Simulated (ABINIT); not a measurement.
# Completion of the band sum in GW: CaO (Lime), part 2 of 2

Aim: few bands, with and without a completion of the sum over empty states, for CaO (Lime).

ABINIT 10.8.3; PBE and many-body steps on it, plane waves. Known limits of the many-body steps: short of the basis limit.

So far. Step 3 (Screening, 6×6×6 mesh, 243 bands, screening to 304.8 eV): Local fields lower ε∞ by 9 %. Step 4 (243 bands): The gap on the mesh goes from 3.66 eV to 5.88 eV, a correction of +2.22 eV.

## (6) 29 bands

This step: G0W0 on PBE, plane waves, norm-conserving pseudopotentials.

File run.abi:

```
acell 3*1.0 Angstrom
rprim 
  -0.000000000000 2.406500000000 2.406500000000
  2.406500000000 -0.000000000000 2.406500000000
  2.406500000000 2.406500000000 -0.000000000000
ntypat 2
znucl 20 8
natom 2
typat 1 2
xred 
  0.000000000000 0.000000000000 0.000000000000
  0.500000000000 0.500000000000 0.500000000000
pp_dirpath "pseudos"
pseudos "Ca.upf, O.upf"
ecut 36
ngkpt 6 6 6
nshiftk 1
shiftk 0 0 0
kptopt 1
chksymbreak 0
istwfk *1
occopt 1
irdwfk 1
optdriver 4
nband 29
gwcalctyp 0
ecutsigx 36
symsigma 1
nkptgw 2
kptgw 
  0.0000000000 0.0000000000 0.0000000000
  0.5000000000 0.5000000000 0.0000000000
bdgw 
  6 12
  7 10
ecuteps 11.2
irdscr 1
ppmodel 1
indata_prefix "in"
outdata_prefix "out"
tmpdata_prefix "tmp"
```

On the command line:

```
$ OMP_NUM_THREADS=1 mpirun -n 8 abinit run.abi > log
```

Output:

```text
.Version 10.8.3 of ABINIT. v10.8.2 released Aug 2026.

 Symmetries : space group Fm -3 m (#225); Bravais cF (face-center cubic)
[... echo of the input left out ...]
== DATASET  1 ==================================================================
-   mpi_nproc: 8, omp_nthreads: 1 (-1 if OMP is not activated)

--- !DatasetInfo
iteration_state: {dtset: 1, }
dimensions: {natom: 2, nkpt: 16, mband: 29, nsppol: 1, nspinor: 1, nspden: 1, mpw: 1964, }
cutoff_energies: {ecut:  36.0, pawecutdg:  -1.0, }
electrons: {nelect:   1.60000000E+01, charge:   0.00000000E+00, occopt:   1.00000000E+00, tsmear:   1.00000000E-02, }

 SIGMA: Calculation of the GW corrections

 Based on a program developped by R.W. Godby, V. Olevano, G. Onida, and L. Reining.
 Incorporated in ABINIT by V. Olevano, G.-M. Rignanese, and M. Torrent.
.Using double precision arithmetic ; gwpc =  8

[... cell and pseudopotentials left out ...]
--------------------------------------------------------------------------------

 ==== K-mesh for the wavefunctions ====
 Number of points in the irreducible wedge :    16
[... list of points left out ...]
 Together with 48 symmetry operations and time-reversal symmetry
 yields   216 points in the full Brillouin Zone.

 ==== Q-mesh for screening function ====
 Number of points in the irreducible wedge :    16
[... list of points left out ...]
 Together with 48 symmetry operations and time-reversal symmetry
 yields   216 points in the full Brillouin Zone.

 vcoul_init : cutoff-mode = AUXILIARY_FUNCTION
 q-points for optical limit:   1
     1)      0.000010    0.000020    0.000030
 setmesh: FFT mesh size selected  =    36x   36x   36
          total number of points  =        46656

 Number of electrons calculated from density =   16.0000; Expected =   16.0000
[...]
number of omega for Sigma on real axis              0
 max omega for Sigma on real axis  [eV]           0.00
 zcut for avoiding poles [eV]                     0.10

 EPSILON^-1 parameters (SCR file):
 dimension of the eps^-1 matrix on file            331
 dimension of the eps^-1 matrix used               331
 number of plane-waves for wavefunctions          1917
 number of bands                                    29
 number of q-points in IBZ                          16
 number of frequencies                               2
 number of real frequencies                          1
 number of imag frequencies                          1

 matrix elements of self-energy operator (all in [eV])

 Perturbative Calculation

--- !SelfEnergy_ee
iteration_state: {dtset: 1, }
kpoint     : [   0.000,    0.000,    0.000, ]
spin       : 1
KS_gap     :    4.714
QP_gap     :    6.045
Delta_QP_KS:    1.330
data: !SigmaeeData |
     Band     E0 <VxcDFT>   SigX SigC(E0)      Z dSigC/dE  Sig(E)    E-E0       E
        6   5.064 -19.387 -24.633   4.782   0.788  -0.268 -19.753  -0.366   4.699
        7   5.064 -19.387 -24.633   4.782   0.788  -0.268 -19.753  -0.366   4.699
        8   5.064 -19.387 -24.633   4.782   0.788  -0.268 -19.753  -0.366   4.699
[...]
--- !SelfEnergy_ee
iteration_state: {dtset: 1, }
kpoint     : [   0.500,    0.500,    0.000, ]
spin       : 1
KS_gap     :    4.037
QP_gap     :    6.301
Delta_QP_KS:    2.264
data: !SigmaeeData |
     Band     E0 <VxcDFT>   SigX SigC(E0)      Z dSigC/dE  Sig(E)    E-E0       E
[...]
9   8.727 -11.430  -5.899  -3.469   0.852  -0.174  -9.673   1.757  10.484
       10  13.087 -16.112  -8.832  -3.845   0.831  -0.203 -13.257   2.855  15.942

== END DATASET(S) ==============================================================
================================================================================

 -outvars: echo values of variables after computation  --------
           etotal      0.0000000000E+00
            nband          29
             nkpt          16
          spgroup         225
 [... the other variables as echoed above ...]

 Calculation completed.
```

It took 12 s on 8 MPI ranks of Arm Neoverse N1, shared host; peak memory 1.8 GiB.

Read from the output:

```
G0W0 gap on the mesh                         : 5.785 eV
starting gap on the mesh                     : 3.662 eV
k of the valence top                         : 0, 0, 0
k of the conduction bottom                   : 0.5, 0.5, 0
Z at the valence top                         : 0.788
Z at the conduction bottom                   : 0.852
least direct G0W0 gap on the computed points : 6.044 eV
```

Against G0W0 in ABINIT (6×6×6 mesh, 243 bands, screening to 304.8 eV, Godby-Needs plasmon pole), the gap moves by −0.098 eV.

## (7) Screening, 6×6×6 mesh, 29 bands, screening to 304.8 eV

This step: RPA screening on PBE, plane waves, norm-conserving pseudopotentials.

run.abi: that of step 6 with these lines changed.

```diff
@@ -23,17 +23,10 @@
 irdwfk 1
-optdriver 4
+optdriver 3
 nband 29
-gwcalctyp 0
-ecutsigx 36
-symsigma 1
-nkptgw 2
-kptgw 
-  0.0000000000 0.0000000000 0.0000000000
-  0.5000000000 0.5000000000 0.0000000000
-bdgw 
-  6 12
-  7 10
 ecuteps 11.2
-irdscr 1
-ppmodel 1
+inclvkb 2
+awtr 1
+symchi 1
+gwcomp 1
+gwencomp 1.5
 indata_prefix "in"
```

Output:

```text
.Version 10.8.3 of ABINIT. v10.8.2 released Aug 2026.

 Symmetries : space group Fm -3 m (#225); Bravais cF (face-center cubic)
[... echo of the input left out ...]
== DATASET  1 ==================================================================
-   mpi_nproc: 8, omp_nthreads: 1 (-1 if OMP is not activated)

--- !DatasetInfo
iteration_state: {dtset: 1, }
dimensions: {natom: 2, nkpt: 16, mband: 29, nsppol: 1, nspinor: 1, nspden: 1, mpw: 1964, }
cutoff_energies: {ecut:  36.0, pawecutdg:  -1.0, }
[...]
--------------------------------------------------------------------------------
[... chi0 elements left out ...]
 For q-point:  0.000010 0.000020 0.000030
  dielectric constant =   3.5576
  dielectric constant without local fields =   3.8930

  Average fulfillment of the sum rule on Im[epsilon] for q-point    1 :     86.68  [%]
[... wings left out ...]
  q-point number  2        q = ( 0.166667, 0.000000, 0.000000) [r.l.u.]
--------------------------------------------------------------------------------
[... chi0 elements left out ...]
  Average fulfillment of the sum rule on Im[epsilon] for q-point    2 :     92.07  [%]

 [... 14 further q-points ...]
```

The job ended after 2.4 min (8 MPI ranks; peak memory 1.4 GiB).

This step gave:

```yaml
eps_infinity_with_local_fields_on_this_mesh: 3.558
eps_infinity_without_local_fields_on_this_mesh: 3.893
plasma_frequency: 28.13 eV
plane_waves_in_the_screening_matrix: 331
```

## (8) 29 bands, completed

This step: G0W0 on PBE, plane waves, norm-conserving pseudopotentials.

run.abi: that of step 7 with these lines changed.

```diff
@@ -23,8 +23,17 @@
 irdwfk 1
-optdriver 3
+optdriver 4
 nband 29
+gwcalctyp 0
+ecutsigx 36
+symsigma 1
+nkptgw 2
+kptgw 
+  0.0000000000 0.0000000000 0.0000000000
+  0.5000000000 0.5000000000 0.0000000000
+bdgw 
+  6 12
+  7 10
 ecuteps 11.2
-inclvkb 2
-awtr 1
-symchi 1
+irdscr 1
+ppmodel 1
 gwcomp 1
```

Output:

```text
.Version 10.8.3 of ABINIT. v10.8.2 released Aug 2026.

 Symmetries : space group Fm -3 m (#225); Bravais cF (face-center cubic)
[... echo of the input left out ...]
== DATASET  1 ==================================================================
-   mpi_nproc: 8, omp_nthreads: 1 (-1 if OMP is not activated)

--- !DatasetInfo
iteration_state: {dtset: 1, }
dimensions: {natom: 2, nkpt: 16, mband: 29, nsppol: 1, nspinor: 1, nspden: 1, mpw: 1964, }
cutoff_energies: {ecut:  36.0, pawecutdg:  -1.0, }
[...]
Band     E0 <VxcDFT>   SigX SigC(E0)      Z dSigC/dE  Sig(E)    E-E0       E
[...]
9   8.727 -11.430  -5.899  -4.481   0.853  -0.172 -10.534   0.896   9.623
       10  13.087 -16.112  -8.832  -5.499   0.836  -0.196 -14.623   1.489  14.577

== END DATASET(S) ==============================================================
================================================================================

 -outvars: echo values of variables after computation  --------
           etotal      0.0000000000E+00
            nband          29
             nkpt          16
          spgroup         225
 [... the other variables as echoed above ...]

 Calculation completed.
```

It took 13 s on 8 MPI ranks; peak memory 1.8 GiB; 1.7 min of CPU time.

Numbers from this step:

* G0W0 gap on the mesh: 6.187 eV
* starting gap on the mesh: 3.662 eV
* k of the valence top: 0, 0, 0
* k of the conduction bottom: 0.5, 0.5, 0
* least direct G0W0 gap on the computed points: 6.634 eV

Against G0W0 in ABINIT (6×6×6 mesh, 243 bands, screening to 304.8 eV, Godby-Needs plasmon pole), the gap moves by +0.304 eV.

## (9) Screening, 6×6×6 mesh, 91 bands, screening to 304.8 eV

This step: RPA screening on PBE, plane waves, norm-conserving pseudopotentials.

run.abi: that of step 8 with these lines changed.

```diff
@@ -23,19 +23,8 @@
 irdwfk 1
-optdriver 4
-nband 29
-gwcalctyp 0
-ecutsigx 36
-symsigma 1
-nkptgw 2
-kptgw 
-  0.0000000000 0.0000000000 0.0000000000
-  0.5000000000 0.5000000000 0.0000000000
-bdgw 
-  6 12
-  7 10
+optdriver 3
+nband 91
 ecuteps 11.2
-irdscr 1
-ppmodel 1
-gwcomp 1
-gwencomp 1.5
+inclvkb 2
+awtr 1
+symchi 1
 indata_prefix "in"
```

Output:

```text
.Version 10.8.3 of ABINIT. v10.8.2 released Aug 2026.

 Symmetries : space group Fm -3 m (#225); Bravais cF (face-center cubic)
[... echo of the input left out ...]
== DATASET  1 ==================================================================
-   mpi_nproc: 8, omp_nthreads: 1 (-1 if OMP is not activated)

--- !DatasetInfo
iteration_state: {dtset: 1, }
dimensions: {natom: 2, nkpt: 16, mband: 91, nsppol: 1, nspinor: 1, nspden: 1, mpw: 1964, }
cutoff_energies: {ecut:  36.0, pawecutdg:  -1.0, }
[...]
--------------------------------------------------------------------------------
[... chi0 elements left out ...]
 For q-point:  0.000010 0.000020 0.000030
  dielectric constant =   3.5618
  dielectric constant without local fields =   3.9217

  Average fulfillment of the sum rule on Im[epsilon] for q-point    1 :     69.80  [%]
[... wings left out ...]
  q-point number  2        q = ( 0.166667, 0.000000, 0.000000) [r.l.u.]
--------------------------------------------------------------------------------
[... chi0 elements left out ...]
  Average fulfillment of the sum rule on Im[epsilon] for q-point    2 :     81.84  [%]

 [... 14 further q-points ...]
```

Wall time 2.9 min (8 MPI ranks); peak memory 1.6 GiB.

Read from the output:

* ε∞ with local fields, on this mesh: 3.562
* ε∞ without local fields, on this mesh: 3.922
* plasma frequency: 28.13 eV
* plane waves in the screening matrix: 331

## (10) 91 bands

This step: G0W0 on PBE, plane waves, norm-conserving pseudopotentials.

run.abi: that of step 9 with these lines changed.

```diff
@@ -23,8 +23,17 @@
 irdwfk 1
-optdriver 3
+optdriver 4
 nband 91
+gwcalctyp 0
+ecutsigx 36
+symsigma 1
+nkptgw 2
+kptgw 
+  0.0000000000 0.0000000000 0.0000000000
+  0.5000000000 0.5000000000 0.0000000000
+bdgw 
+  6 12
+  7 10
 ecuteps 11.2
-inclvkb 2
-awtr 1
-symchi 1
+irdscr 1
+ppmodel 1
 indata_prefix "in"
```

Output:

```text
.Version 10.8.3 of ABINIT. v10.8.2 released Aug 2026.

 Symmetries : space group Fm -3 m (#225); Bravais cF (face-center cubic)
[... echo of the input left out ...]
== DATASET  1 ==================================================================
-   mpi_nproc: 8, omp_nthreads: 1 (-1 if OMP is not activated)

--- !DatasetInfo
iteration_state: {dtset: 1, }
dimensions: {natom: 2, nkpt: 16, mband: 91, nsppol: 1, nspinor: 1, nspden: 1, mpw: 1964, }
cutoff_energies: {ecut:  36.0, pawecutdg:  -1.0, }
[...]
Band     E0 <VxcDFT>   SigX SigC(E0)      Z dSigC/dE  Sig(E)    E-E0       E
[...]
9   8.727 -11.430  -5.899  -4.072   0.850  -0.176 -10.189   1.241   9.968
       10  13.087 -16.112  -8.832  -4.678   0.832  -0.201 -13.946   2.166  15.253

== END DATASET(S) ==============================================================
================================================================================

 -outvars: echo values of variables after computation  --------
           etotal      0.0000000000E+00
            nband          91
             nkpt          16
          spgroup         225
 [... the other variables as echoed above ...]

 Calculation completed.
```

It took 29 s on 8 MPI ranks; peak memory 2.1 GiB; 3.8 min of CPU time.

This step gave:

```
G0W0 gap on the mesh                         : 5.761 eV
starting gap on the mesh                     : 3.662 eV
k of the valence top                         : 0, 0, 0
k of the conduction bottom                   : 0.5, 0.5, 0
least direct G0W0 gap on the computed points : 6.134 eV
```

Against G0W0 in ABINIT (6×6×6 mesh, 243 bands, screening to 304.8 eV, Godby-Needs plasmon pole), the gap moves by −0.122 eV.

## (11) Screening, 6×6×6 mesh, 91 bands, screening to 304.8 eV

This step: RPA screening on PBE, plane waves, norm-conserving pseudopotentials.

run.abi: that of step 10 with these lines changed.

```diff
@@ -23,17 +23,10 @@
 irdwfk 1
-optdriver 4
+optdriver 3
 nband 91
-gwcalctyp 0
-ecutsigx 36
-symsigma 1
-nkptgw 2
-kptgw 
-  0.0000000000 0.0000000000 0.0000000000
-  0.5000000000 0.5000000000 0.0000000000
-bdgw 
-  6 12
-  7 10
 ecuteps 11.2
-irdscr 1
-ppmodel 1
+inclvkb 2
+awtr 1
+symchi 1
+gwcomp 1
+gwencomp 2
 indata_prefix "in"
```

Output:

```text
.Version 10.8.3 of ABINIT. v10.8.2 released Aug 2026.

 Symmetries : space group Fm -3 m (#225); Bravais cF (face-center cubic)
[... echo of the input left out ...]
== DATASET  1 ==================================================================
-   mpi_nproc: 8, omp_nthreads: 1 (-1 if OMP is not activated)

--- !DatasetInfo
iteration_state: {dtset: 1, }
dimensions: {natom: 2, nkpt: 16, mband: 91, nsppol: 1, nspinor: 1, nspden: 1, mpw: 1964, }
cutoff_energies: {ecut:  36.0, pawecutdg:  -1.0, }
[...]
--------------------------------------------------------------------------------
[... chi0 elements left out ...]
 For q-point:  0.000010 0.000020 0.000030
  dielectric constant =   3.5633
  dielectric constant without local fields =   3.9217

  Average fulfillment of the sum rule on Im[epsilon] for q-point    1 :     92.98  [%]
[... wings left out ...]
  q-point number  2        q = ( 0.166667, 0.000000, 0.000000) [r.l.u.]
--------------------------------------------------------------------------------
[... chi0 elements left out ...]
  Average fulfillment of the sum rule on Im[epsilon] for q-point    2 :     92.72  [%]

 [... 14 further q-points ...]
```

It took 5.7 min on 8 MPI ranks; peak memory 1.7 GiB; 45 min of CPU time.

Read from the output:

| Item | Value |
| --- | --- |
| ε∞ with local fields, on this mesh | 3.563 |
| ε∞ without local fields, on this mesh | 3.922 |
| plasma frequency | 28.13 eV |
| plane waves in the screening matrix | 331 |

## (12) 91 bands, completed

This step: G0W0 on PBE, plane waves, norm-conserving pseudopotentials.

run.abi: that of step 11 with these lines changed.

```diff
@@ -23,8 +23,17 @@
 irdwfk 1
-optdriver 3
+optdriver 4
 nband 91
+gwcalctyp 0
+ecutsigx 36
+symsigma 1
+nkptgw 2
+kptgw 
+  0.0000000000 0.0000000000 0.0000000000
+  0.5000000000 0.5000000000 0.0000000000
+bdgw 
+  6 12
+  7 10
 ecuteps 11.2
-inclvkb 2
-awtr 1
-symchi 1
+irdscr 1
+ppmodel 1
 gwcomp 1
```

Output:

```text
.Version 10.8.3 of ABINIT. v10.8.2 released Aug 2026.

 Symmetries : space group Fm -3 m (#225); Bravais cF (face-center cubic)
[... echo of the input left out ...]
== DATASET  1 ==================================================================
-   mpi_nproc: 8, omp_nthreads: 1 (-1 if OMP is not activated)

--- !DatasetInfo
iteration_state: {dtset: 1, }
dimensions: {natom: 2, nkpt: 16, mband: 91, nsppol: 1, nspinor: 1, nspden: 1, mpw: 1964, }
cutoff_energies: {ecut:  36.0, pawecutdg:  -1.0, }
[...]
Band     E0 <VxcDFT>   SigX SigC(E0)      Z dSigC/dE  Sig(E)    E-E0       E
[...]
9   8.727 -11.430  -5.899  -4.346   0.850  -0.176 -10.422   1.008   9.734
       10  13.087 -16.112  -8.832  -5.177   0.832  -0.202 -14.362   1.750  14.837

== END DATASET(S) ==============================================================
================================================================================

 -outvars: echo values of variables after computation  --------
           etotal      0.0000000000E+00
            nband          91
             nkpt          16
          spgroup         225
 [... the other variables as echoed above ...]

 Calculation completed.
```

Elapsed: 31 s, on 8 MPI ranks; peak memory 2.1 GiB.

This step gave:

```
G0W0 gap on the mesh                         : 5.959 eV
starting gap on the mesh                     : 3.662 eV
k of the valence top                         : 0, 0, 0
k of the conduction bottom                   : 0.5, 0.5, 0
least direct G0W0 gap on the computed points : 6.384 eV
```

Against G0W0 in ABINIT (6×6×6 mesh, 243 bands, screening to 304.8 eV, Godby-Needs plasmon pole), the gap moves by +0.076 eV.

## (13) The runs together

Times are wall times on 8 MPI ranks of Arm Neoverse N1, shared host, good to a factor of about two. A run's time includes the screening step that it read.

| run | mesh | bands | screening cutoff (eV) | DFT gap (eV) | gap on the mesh (eV) | direct (eV) | ε∞ used | time |
| --- | --- | --- | --- | --- | --- | --- | --- | --- |
| 243 bands | 6×6×6 | 243 | 304.8 | 3.662 | 5.883 | 6.291 | 3.56 | 9.6 min |
| 29 bands | 6×6×6 | 29 | 304.8 | 3.662 | 5.785 | 6.044 | 3.54 | 57 s |
| 29 bands, completed | 6×6×6 | 29 | 304.8 | 3.662 | 6.187 | 6.634 | 3.56 | 2.6 min |
| 91 bands | 6×6×6 | 91 | 304.8 | 3.662 | 5.761 | 6.134 | 3.56 | 3.3 min |
| 91 bands, completed | 6×6×6 | 91 | 304.8 | 3.662 | 5.959 | 6.384 | 3.56 | 6.2 min |

## (14) Summary of results

| Item | Value |
| --- | --- |
| 243 bands | 5.883 eV |
| 29 bands | 5.785 eV |
| 29 bands, completed | 6.187 eV |
| 91 bands | 5.761 eV |
| 91 bands, completed | 5.959 eV |

29 bands: −0.098 eV against 243 bands. 29 bands, completed: +0.304 eV against 243 bands. 91 bands: −0.122 eV against 243 bands. 91 bands, completed: +0.076 eV against 243 bands. The row with most bands is itself short of the limit, so it is no exact reference, and agreement of a truncated run with it can be a cancellation between the edges.

[Long decimals in the printed logs are rounded to 6 places.]

[Logs are printed without paths, hosts, clocks, repeated set-up lines and the standing remarks that a program may print on its own settings, such as how far it seeks lower states.]

[Paths, hosts, dates, memory and timing lines, banners, echoed tables and standing remarks are left out of the program output; an Ansatz launch command may be rebuilt from the run's recorded settings. Measured values are a selection of at most five: reports struck by readers or far from the other reports are left out. None is set beside runs whose start may be inverted or whose files or cutoffs have a known fault.]

[Runs of the session that timed out or met a known fault of the program may be left out.]

[Hosts, paths, dates, database ids (printed as entryN), source tags and the programs' standing remarks are cut or masked in the printed files.]

[G0W0 gaps are taken among the corrected bands and points alone; a level outside them can change the order at an edge.]

[Where Ansatz stands beside ABINIT at settings called matched, ABINIT's density can come from a denser mesh and the files from another edition; pairs whose starting gaps differed by over 0.03 eV were left out, so agreement reads better than it is.]
